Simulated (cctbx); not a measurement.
**Accept or mend?**

Cell a = 3.1760 Å, b = 5.1170 Å, c = 6.5040 Å, α = 90.00°, β = 90.00°, γ = 90.00°; space group Pmmn (no. 59, origin choice 1). The compound is LiMnSO.

Simulated single-crystal data (cctbx): Mo Kα, λ = 0.71073 Å, to d = 0.7 Å, 95 % of the full sphere, strongest reflection 40000 counts, noise from counting, a 2 % proportional error and a noise floor of 8 counts (s.d.); no absorption.

An anisotropic refinement with weights 1/σ² prints:

```text
Rint 0.020, 207 unique reflections to 0.70 A
cycle     R1     wR2    GooF  max shift (A)
   1  0.0674  0.1612   8.484   0.00606
   2  0.0173  0.0460   2.419   0.00002
final R1 0.0173 wR2 0.0460 GooF 2.419  parameters 16  data/parameter 12.9
atom        x        y        z      Ueq    occ   su(xyz)  su(Uiso or U11)
Mn1    0.50000  0.50000  0.36692   0.0174  1.000  0.00009  0.0003
P1     0.50000  0.00000  0.85950   0.0116  1.000  0.00013  0.0003
O1     0.50000  0.00000  0.40156   0.0232  1.000  0.00043  0.0011
Li1    0.50000  0.50000  0.89159   0.0243  1.000  0.00113  0.0031
difference map: max 0.66 min -0.25 rms 0.11
Q1    0.0000  0.5000  0.0913    2    0.68  0.32 A from P1
Q2    0.0000  0.0000  0.6446    2    0.35  0.08 A from Mn1
Q3    0.2204  0.0000  0.0045    4    0.20  0.97 A from Li1
Q4    0.2769  0.0000  0.6906    4    0.16  0.96 A from Mn1
Q5    0.0000  0.5000  0.9407    2    0.14  1.30 A from P1
Q6    0.0000  0.1030  0.9584    4    0.14  1.11 A from Li1
```

**Question.** Can this result stand? If not, what is the likely fault?

Mend it. The fault: wrong element: P1 is S. Against the right model at the same level, R1 goes from 0.0076 to 0.0173 and GooF from 0.91 to 2.42 and the top difference peak, 0.7 e/Å³, lies on P1. P1 has 1 electron too few and its U shrinks to make up, as expected (near an absorption edge f′ can widen the mismatch well beyond the difference in Z).

The compound is LiMnSO. The right model at the same level gives:

```text
Rint 0.020, 207 unique reflections to 0.70 A
cycle     R1     wR2    GooF  max shift (A)
   1  0.0610  0.1386   7.296   0.00622
   2  0.0076  0.0173   0.911   0.00001
final R1 0.0076 wR2 0.0173 GooF 0.911  parameters 16  data/parameter 12.9
atom        x        y        z      Ueq    occ   su(xyz)  su(Uiso or U11)
Mn1    0.50000  0.50000  0.36687   0.0174  1.000  0.00003  0.0001
S1     0.50000  0.00000  0.85955   0.0146  1.000  0.00005  0.0001
O1     0.50000  0.00000  0.40160   0.0233  1.000  0.00016  0.0004
Li1    0.50000  0.50000  0.89157   0.0236  1.000  0.00042  0.0011
difference map: max 0.21 min -0.20 rms 0.05
Q1    0.0000  0.0937  0.6827    4    0.21  0.58 A from Mn1
Q2    0.2103  0.0000  0.0099    4    0.20  0.93 A from Li1
Q3    0.0000  0.3066  0.1587    4    0.20  1.00 A from S1
Q4    0.0000  0.0979  0.9590    4    0.19  1.09 A from Li1
Q5    0.0000  0.4130  0.0635    4    0.18  0.67 A from S1
Q6    0.0000  0.0720  0.3407    4    0.17  1.56 A from Li1
```

The model was made for the exercise: a known structure type with other elements put in, its volume estimated, not relaxed; displacement parameters are assumed.

[Middle refinement cycles are left out of these outputs.]

[Logs are printed without paths, hosts, clocks, repeated set-up lines and the standing remarks that a program may print on its own settings, such as how far it seeks lower states.]
